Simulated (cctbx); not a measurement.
## Cu2H3S3Cl with cctbx, script by script

Library: cctbx 2025.11. The data are simulated by the first script.

## 1. Simulate the data

run.py:

```python
from cctbx import adptbx, crystal, miller, sgtbx, xray
from cctbx.array_family import flex
from iotbx.shelx import hklf
from scitbx import matrix
import scitbx.random

cs = crystal.symmetry(unit_cell=(7.997, 7.997, 15.563, 90, 90, 120), space_group_symbol='Hall: -R 3 2"')  # R-3m
atoms = [  # label, site, U (iso, or U11 U22 U33 U12 U13 U23 in A^2), occupancy
    ("Cu1", (0.5, 0.5, 0), 0.0129, 1),
    ("Cu2", (1/3, 2/3, 0.16667), 0.0115, 1),
    ("Cl1", (1/3, 2/3, 0.4757), 0.0142, 1),
    ("S1", (0.0716, 0.5358, 0.2706), 0.0152, 1),
    ("H1", (0.5259, 0.4741, 0.2117), 0.0327, 1),
]
xs = xray.structure(crystal_symmetry=cs)
for label, site, u, occ in atoms:
    u = adptbx.u_cif_as_u_star(cs.unit_cell(), u) if isinstance(u, tuple) else u
    xs.add_scatterer(xray.scatterer(label, site=site, u=u, occupancy=occ))
xs.set_inelastic_form_factors(1.54184, "sasaki")
xs.show_summary()
p1 = xs.expand_to_p1()
ms = miller.build_set(p1, anomalous_flag=True, d_min=0.83)
flex.set_random_seed(571181)
scitbx.random.set_random_seed(571181)
ms = ms.select(flex.random_double(ms.size()) < 0.5)
i = ms.structure_factors_from_scatterers(p1, algorithm="direct").f_calc().as_intensity_array().data()
i = i * 70000 / flex.max(i)
sig = flex.sqrt(i + flex.pow2(0.04 * i) + 8 ** 2)
noise = scitbx.random.variate(scitbx.random.normal_distribution())(i.size())
data = ms.array(data=i + sig * noise, sigmas=sig).set_observation_type_xray_intensity()
with open("data.hkl", "w") as f:
    data.export_as_shelx_hklf(f)
print("reflections written:", data.size(), " <I/sigma> = %.1f" % flex.mean(data.data() / data.sigmas()))
for h, a, b in list(data.sort("data"))[:12]:
    print("%4d%4d%4d %9.1f %7.1f" % (h + (a, b)))
```

```console
$ python run.py
```

```text
Number of scatterers: 5
At special positions: 5
Unit cell: (7.997, 7.997, 15.563, 90, 90, 120)
Space group: R -3 m :H (No. 166)
reflections written: 3067  <I/sigma> = 5.3
   0  -2  -4   69693.4  2812.5
  -2   0   4   68714.6  2812.5
   2  -2   4   67819.4  2812.5
   2  -4   0   65226.4  2409.4
   0   2   4   63253.8  2812.5
  -2  -2   0   61978.0  2409.4
   0   3   3   42784.2  1783.2
  -3   0   3   41699.5  1783.2
   4  -4  -4   28951.7  1117.0
  -4   0  -4   28236.2  1117.0
   1  -2  -3   22337.7   861.5
  -1   2  -3   21716.2   861.5
```

It took 0.42 s on 1 thread of Arm Neoverse N1, on a shared host, peak memory 0.07 GiB.

## 2. Refinement (lightest element left out)

run.py:

```python
import math
from cctbx import adptbx, crystal, maptbx, sgtbx, xray
from cctbx.array_family import flex
from cctbx.xray import observations
from iotbx.shelx import hklf
from scitbx.lstbx import normal_eqns_solving
from smtbx import absolute_structure, utils
from smtbx.refinement import constraints, least_squares

cs = crystal.symmetry(unit_cell=(7.997, 7.997, 15.563, 90, 90, 120), space_group_symbol='Hall: -R 3 2"')  # R-3m
atoms = [  # label, site, U (iso, or U11 U22 U33 U12 U13 U23 in A^2), occupancy
    ("Cu1", (0.5, 0.5, 0), 0.0200, 1),
    ("Cu2", (1/3, 2/3, 0.16667), 0.0200, 1),
    ("Cl1", (1/3, 2/3, 0.4756), 0.0200, 1),
    ("S1", (0.0759, 0.538, 0.2708), 0.0200, 1),
]
xs = xray.structure(crystal_symmetry=cs)
for label, site, u, occ in atoms:
    u = adptbx.u_cif_as_u_star(cs.unit_cell(), u) if isinstance(u, tuple) else u
    xs.add_scatterer(xray.scatterer(label, site=site, u=u, occupancy=occ))
xs.set_inelastic_form_factors(1.54184, "sasaki")
raw = hklf.reader(file_name="data.hkl").as_miller_arrays(crystal_symmetry=cs, anomalous=True)[0]
merged = raw.eliminate_sys_absent().merge_equivalents()
fo2 = merged.array().set_observation_type_xray_intensity()
print("Rint %.3f, %d unique reflections to %.2f A" % (merged.r_int(), fo2.size(), fo2.d_min()))
for sc in xs.scatterers():
    sc.flags.set_grad_site(True)
    sc.flags.set_grad_u_aniso(sc.flags.use_u_aniso())
    sc.flags.set_grad_u_iso(sc.flags.use_u_iso())
obs = fo2.as_xray_observations()
extra = {}
rep = constraints.reparametrisation(xs, [], utils.connectivity_table(xs), **extra)
ls = least_squares.crystallographic_ls(obs, rep, weighting_scheme=least_squares.mainstream_shelx_weighting(a=0, b=0))
print("cycle     R1     wR2    GooF  max shift (A)")
for cycle in range(8):
    ls.build_up()
    r1, wr2, goof = ls.r1_factor(cutoff_factor=2)[0], ls.wR2(), ls.goof()
    old = xs.sites_cart()
    normal_eqns_solving.levenberg_marquardt_iterations(ls, n_max_iterations=3, tau=1e-06, step_threshold=1e-7)
    big = flex.max((xs.sites_cart() - old).norms())
    print("%4d %7.4f %7.4f %7.3f %9.5f" % (cycle + 1, r1, wr2, goof, big))
    ls.build_up(objective_only=True)
    if abs(ls.wR2() - wr2) < 5e-5 and big < 5e-4:
        break
ls.build_up()
print("final R1 %.4f wR2 %.4f GooF %.3f  parameters %d  data/parameter %.1f" % (ls.r1_factor(cutoff_factor=2)[0], ls.wR2(), ls.goof(), ls.n_parameters, fo2.size() / ls.n_parameters))
cov = ls.covariance_matrix_and_annotations()
su = dict(zip(cov.annotations, (math.sqrt(max(v, 0)) for v in cov.matrix.matrix_packed_u_diagonal())))
a2 = cs.unit_cell().reciprocal_parameters()[0] ** -2
print("atom        x        y        z      Ueq    occ   su(xyz)  su(Uiso or U11)")
for sc in xs.scatterers():
    s = max(su.get(sc.label + k, 0) for k in (".x", ".y", ".z"))
    npd = "" if sc.is_positive_definite_u(cs.unit_cell()) else "  NPD"
    print("%-5s %8.5f %8.5f %8.5f %8.4f %6.3f %8.5f %7.4f%s" % ((sc.label,) + sc.site + (sc.u_iso_or_equiv(cs.unit_cell()), sc.occupancy, s, su.get(sc.label + ".uiso", su.get(sc.label + ".u11", 0) * a2), npd)))
fo = fo2.f_sq_as_f()
fc = fo.structure_factors_from_scatterers(xs, algorithm="direct").f_calc()
diff = fo.f_obs_minus_f_calc(1 / math.sqrt(ls.scale_factor()), fc).average_bijvoet_mates()
m = diff.fft_map(symmetry_flags=maptbx.use_space_group_symmetry, resolution_factor=0.25).apply_volume_scaling()
print("difference map: max %.2f min %.2f rms %.2f" % (m.statistics().max(), m.statistics().min(), m.statistics().sigma()))
peaks = m.peak_search(parameters=maptbx.peak_search_parameters(min_distance_sym_equiv=0.6, max_clusters=8)).all()
near = xs.closest_distances(peaks.sites(), distance_cutoff=4)
sps = cs.special_position_settings(min_distance_sym_equiv=0.5)
for k, (x, h) in enumerate(zip(peaks.sites(), peaks.heights())):
    ss = sps.site_symmetry(x)
    print("Q%-3d %7.4f %7.4f %7.4f %4d %7.2f  %.2f A from %s" % ((k + 1,) + tuple(t % 1 for t in ss.exact_site()) + (ss.multiplicity(), h, near.smallest_distances[k], xs.scatterers()[near.i_seqs[k]].label)))
```

```console
$ python run.py
```

```text
Rint 0.029, 217 unique reflections to 0.83 A
cycle     R1     wR2    GooF  max shift (A)
   1  0.0685  0.2001   7.555   0.03007
   2  0.0170  0.0571   2.155   0.00000
final R1 0.0170 wR2 0.0571 GooF 2.155  parameters 7  data/parameter 31.0
atom        x        y        z      Ueq    occ   su(xyz)  su(Uiso or U11)
Cu1    0.50000  0.50000  0.00000   0.0123  1.000  0.00000  0.0003
Cu2    0.33333  0.66667  0.16667   0.0108  1.000  0.00000  0.0003
Cl1    0.33333  0.66667  0.47572   0.0137  1.000  0.00008  0.0004
S1     0.07157  0.53579  0.27065   0.0144  1.000  0.00012  0.0003
difference map: max 0.82 min -0.34 rms 0.11
Q1    0.0461  0.5230  0.7905   18    0.85  1.25 A from S1
Q2    0.0000  0.0000  0.1765    6    0.33  0.23 A from Cl1
Q3    0.0000  0.5000  0.0000    9    0.25  0.00 A from Cu1
Q4    0.0000  0.0000  0.3590    6    0.25  1.90 A from S1
Q5    0.0000  0.0000  0.0367    6    0.24  2.40 A from Cl1
Q6    0.0000  0.0000  0.1036    6    0.24  1.36 A from Cl1
Q7    0.0000  0.0000  0.2304    6    0.23  0.61 A from Cl1
Q8    0.0444  0.0888  0.7003   18    0.22  1.80 A from Cl1
```

Time: 0.59 s.

## 3. Refinement (whole model)

run.py, as its changes from the last script of this kind:

```diff
@@ -15,0 +16 @@
+    ("H1", (0.5276, 0.4724, 0.2102), 0.0200, 1),
@@ -60 +61 @@
-peaks = m.peak_search(parameters=maptbx.peak_search_parameters(min_distance_sym_equiv=0.6, max_clusters=8)).all()
+peaks = m.peak_search(parameters=maptbx.peak_search_parameters(min_distance_sym_equiv=0.6, max_clusters=6)).all()
```

```console
$ python run.py
```

```text
Rint 0.029, 217 unique reflections to 0.83 A
cycle     R1     wR2    GooF  max shift (A)
   1  0.0664  0.1856   7.058   0.03918
   2  0.0107  0.0250   0.950   0.00010
final R1 0.0107 wR2 0.0250 GooF 0.950  parameters 10  data/parameter 21.7
atom        x        y        z      Ueq    occ   su(xyz)  su(Uiso or U11)
Cu1    0.50000  0.50000  0.00000   0.0128  1.000  0.00000  0.0001
Cu2    0.33333  0.66667  0.16667   0.0113  1.000  0.00000  0.0002
Cl1    0.33333  0.66667  0.47574   0.0141  1.000  0.00004  0.0002
S1     0.07168  0.53584  0.27064   0.0151  1.000  0.00005  0.0001
H1     0.52478  0.47522  0.21044   0.0362  1.000  0.00177  0.0059
difference map: max 0.30 min -0.26 rms 0.07
Q1    0.0000  0.0000  0.3605    6    0.30  1.89 A from S1
Q2    0.0000  0.0000  0.0359    6    0.23  2.39 A from H1
Q3    0.0000  0.0000  0.1054    6    0.22  1.33 A from Cl1
Q4    0.0441  0.0882  0.6994   18    0.21  1.81 A from Cl1
Q5    0.0901  0.1801  0.3796   18    0.21  1.28 A from Cu1
Q6    0.0000  0.0000  0.2362    6    0.19  0.70 A from Cl1
```

Time: 0.62 s.

## 4. Simulate the data

run.py, as its changes from the last script of this kind:

```diff
@@ -19 +19 @@
-xs.set_inelastic_form_factors(1.54184, "sasaki")
+xs.switch_to_neutron_scattering_dictionary()
@@ -22 +22 @@
-ms = miller.build_set(p1, anomalous_flag=True, d_min=0.83)
+ms = miller.build_set(p1, anomalous_flag=True, d_min=0.8)
@@ -27 +27 @@
-i = i * 70000 / flex.max(i)
+i = i * 5000 / flex.max(i)
```

```console
$ python run.py
```

```text
Number of scatterers: 5
At special positions: 5
Unit cell: (7.997, 7.997, 15.563, 90, 90, 120)
Space group: R -3 m :H (No. 166)
reflections written: 3435  <I/sigma> = 3.8
   3  -3   3    5130.7   212.3
  -3   3  -3    4834.1   212.3
   0  -3  -3    4729.8   212.3
   0   3   3    4416.0   212.3
  -5  -2   3    3656.3   147.4
   7  -5   3    3635.8   147.4
   2   5   3    3495.5   147.4
  -7   2   3    3437.6   147.4
   7  -2  -3    3417.6   147.4
  -2   7   3    3254.7   147.4
  -5   1  -3    2876.1   115.9
   2   0  11    2866.3   128.9
```

Time: 0.43 s.

## 5. Refinement (lightest element left out)

run.py, as its changes from the last script of this kind:

```diff
@@ -14,3 +14,2 @@
-    ("Cl1", (1/3, 2/3, 0.4756), 0.0200, 1),
-    ("S1", (0.0759, 0.538, 0.2708), 0.0200, 1),
-    ("H1", (0.5276, 0.4724, 0.2102), 0.0200, 1),
+    ("Cl1", (1/3, 2/3, 0.475), 0.0200, 1),
+    ("S1", (0.0717, 0.5359, 0.2682), 0.0200, 1),
@@ -22 +21 @@
-xs.set_inelastic_form_factors(1.54184, "sasaki")
+xs.switch_to_neutron_scattering_dictionary()
@@ -61 +60 @@
-peaks = m.peak_search(parameters=maptbx.peak_search_parameters(min_distance_sym_equiv=0.6, max_clusters=6)).all()
+peaks = m.peak_search(parameters=maptbx.peak_search_parameters(min_distance_sym_equiv=0.6, max_clusters=8)).all()
```

```console
$ python run.py
```

```text
Rint 0.044, 237 unique reflections to 0.81 A
cycle     R1     wR2    GooF  max shift (A)
   1  0.3140  0.6068  16.830   0.05448
   2  0.2905  0.5538  15.360   0.00123
   3  0.2904  0.5538  15.360   0.00002
final R1 0.2905 wR2 0.5538 GooF 15.360  parameters 7  data/parameter 33.9
atom        x        y        z      Ueq    occ   su(xyz)  su(Uiso or U11)
Cu1    0.50000  0.50000  0.00000   0.0019  1.000  0.00000  0.0032
Cu2    0.33333  0.66667  0.16667   0.0038  1.000  0.00000  0.0039
Cl1    0.33333  0.66667  0.47561   0.0034  1.000  0.00063  0.0032
S1     0.07768  0.53884  0.27048   0.0033  1.000  0.00304  0.0041
difference map: max 11.73 min -18.84 rms 1.33
Q1    0.0000  0.0000  0.5000    3   12.19  0.00 A from Cu2
Q2    0.0000  0.0000  0.1865    6   10.05  0.07 A from Cl1
Q3    0.0000  0.5000  0.0000    9    9.82  0.00 A from Cu1
Q4    0.0299  0.5150  0.2634   18    3.91  0.35 A from S1
Q5    0.0508  0.5254  0.8442   18    2.63  1.97 A from Cl1
Q6    0.0000  0.0000  0.4188    6    2.58  1.26 A from Cu2
Q7    0.0000  0.0000  0.3595    6    2.12  1.86 A from S1
Q8    0.0172  0.4075  0.7896   36    1.86  1.40 A from S1
```

Time: 0.68 s.

Figures of merit this high mean that the model is still wrong or incomplete.

## 6. Refinement (whole model)

run.py, as its changes from the last script of this kind:

```diff
@@ -15,0 +16 @@
+    ("H1", (0.5271, 0.4729, 0.2127), 0.0200, 1),
@@ -60 +61 @@
-peaks = m.peak_search(parameters=maptbx.peak_search_parameters(min_distance_sym_equiv=0.6, max_clusters=8)).all()
+peaks = m.peak_search(parameters=maptbx.peak_search_parameters(min_distance_sym_equiv=0.6, max_clusters=6)).all()
```

```console
$ python run.py
```

```text
Rint 0.044, 237 unique reflections to 0.81 A
cycle     R1     wR2    GooF  max shift (A)
   1  0.1080  0.2462   6.873   0.03653
   2  0.0162  0.0338   0.943   0.00001
final R1 0.0162 wR2 0.0338 GooF 0.943  parameters 10  data/parameter 23.7
atom        x        y        z      Ueq    occ   su(xyz)  su(Uiso or U11)
Cu1    0.50000  0.50000  0.00000   0.0128  1.000  0.00000  0.0002
Cu2    0.33333  0.66667  0.16667   0.0112  1.000  0.00000  0.0002
Cl1    0.33333  0.66667  0.47568   0.0139  1.000  0.00003  0.0002
S1     0.07156  0.53578  0.27055   0.0149  1.000  0.00015  0.0002
H1     0.52585  0.47415  0.21179   0.0323  1.000  0.00008  0.0003
difference map: max 0.27 min -0.24 rms 0.06
Q1    0.0000  0.0000  0.2310    6    0.27  0.62 A from Cl1
Q2    0.0000  0.0000  0.5000    3    0.20  0.00 A from Cu2
Q3    0.0462  0.5231  0.3117   18    0.20  0.66 A from S1
Q4    0.0532  0.1064  0.9739   18    0.19  2.26 A from H1
Q5    0.0210  0.3182  0.6303   36    0.19  1.24 A from S1
Q6    0.0876  0.1753  0.1543   18    0.18  0.90 A from H1
```

Run time: 0.6 s on 1 thread of Arm Neoverse N1 (shared host), peak memory 0.09 GiB.

[Logs are printed without paths, hosts, clocks, repeated set-up lines and the standing remarks that a program may print on its own settings, such as how far it seeks lower states.]
